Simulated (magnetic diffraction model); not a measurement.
# Moment size from magnetic intensity in DyMoAs

Space group Pnma (no. 62), a = 6.7170 Å, b = 3.6580 Å, c = 9.1530 Å.

| site | atom | x | y | z |
| --- | --- | --- | --- | --- |
| 4c | Dy | 0.7780 | 3/4 | 0.6589 |
| 4c | Mo | 0.9182 | 3/4 | 0.3473 |
| 4c | As | 0.9045 | 3/4 | 0.9587 |

The compound is invented for this exercise: a known structure type with other elements, its cell scaled to their sizes and not relaxed.

Only Dy is taken to order (form factors of Dy3+); orders and moment sizes are assumed, and not adapted to the symmetry. Radiation: neutrons of λ = 2.0775 Å (absorption by Dy left out), 2° to 60°; isotropic B of 0.38 Å² (Dy), 0.43 Å² (Mo) and 0.45 Å² (As). The intensities are simulated: I ∝ L Σ (|F_N|² + |F_M⊥|²) for unpolarised neutrons, with F_M = 2.695 fm/μB × Σ f(s) S exp(2πi Q·r) exp(−B s²) at Q = H ± k (one set where k and −k are equivalent), only the part normal to Q counting and L = 1/(sin²θ cos θ). For a modulated order the moment at position r is S exp(−2πi k·r) + c.c., with S = m/2 for a sine wave of amplitude m and S = m(u + iv)/2 for moments turning in a plane, u and v being orthogonal unit vectors in it; the phase factor of the sum at Q = H + k is then exp(2πi H·r). Form factors are spin-only for 3d ions and dipole or tabulated for f ions, scattering lengths are Sears's of 1992, and absorption is left out. A label names one of the reflections at its angle. The strongest nuclear line in the range is 100, and lines under 0.2 are left out.

In a first state the assumed order is k = (0 0 1/3), moments turning in the plane of [100] and [010], 9.6 μB on Dy; signs + at (0.7780, 3/4, 0.6589), + at (0.7220, 1/4, 0.1589), − at (0.2780, 3/4, 0.8411), − at (0.2220, 1/4, 0.3411), with this pattern:

```tsv
2θ (°)	index	nuclear	magnetic
18.32	(1 0 1/3)	0.0	131.8
19.83	(1 0 2/3)	0.0	2.8
21.81	(0 0 5/3)	0.0	74.2
24.99	(1 0 4/3)	0.0	2.2
26.24	(0 0 2)	2.6	0.0
28.28	(1 0 5/3)	0.0	13.6
30.71	(0 0 7/3)	0.0	35.7
31.88	(1 0 2)	28.9	0.0
34.18	(0 1 2/3)	0.0	10.7
35.61	(0 1 1)	24.4	0.0
35.72	(1 0 7/3)	0.0	8.9
36.03	(2 0 0)	11.1	0.0
37.13	(2 0 2/3)	0.0	1.0
37.54	(0 1 4/3)	0.0	9.9
38.00	(1 1 1/3)	0.0	1.7
38.47	(2 0 1)	0.6	0.0
```
(The table stops after 16 lines; 35 more lie at higher angle.)

**Question.** Nearer the ordering temperature the line at 18.32° has total intensity 64.6 on the same scale, and all moments have shrunk alike. How large is the Dy moment?

The nuclear part, 0.0, stays, so the magnetic part is 64.6 against 131.8. It goes as m², so m = 9.6 × √(64.6/131.8) = 6.72 μB; the value used was 6.72 μB.

[Logs are printed without paths, hosts, clocks, repeated set-up lines and the standing remarks that a program may print on its own settings, such as how far it seeks lower states.]
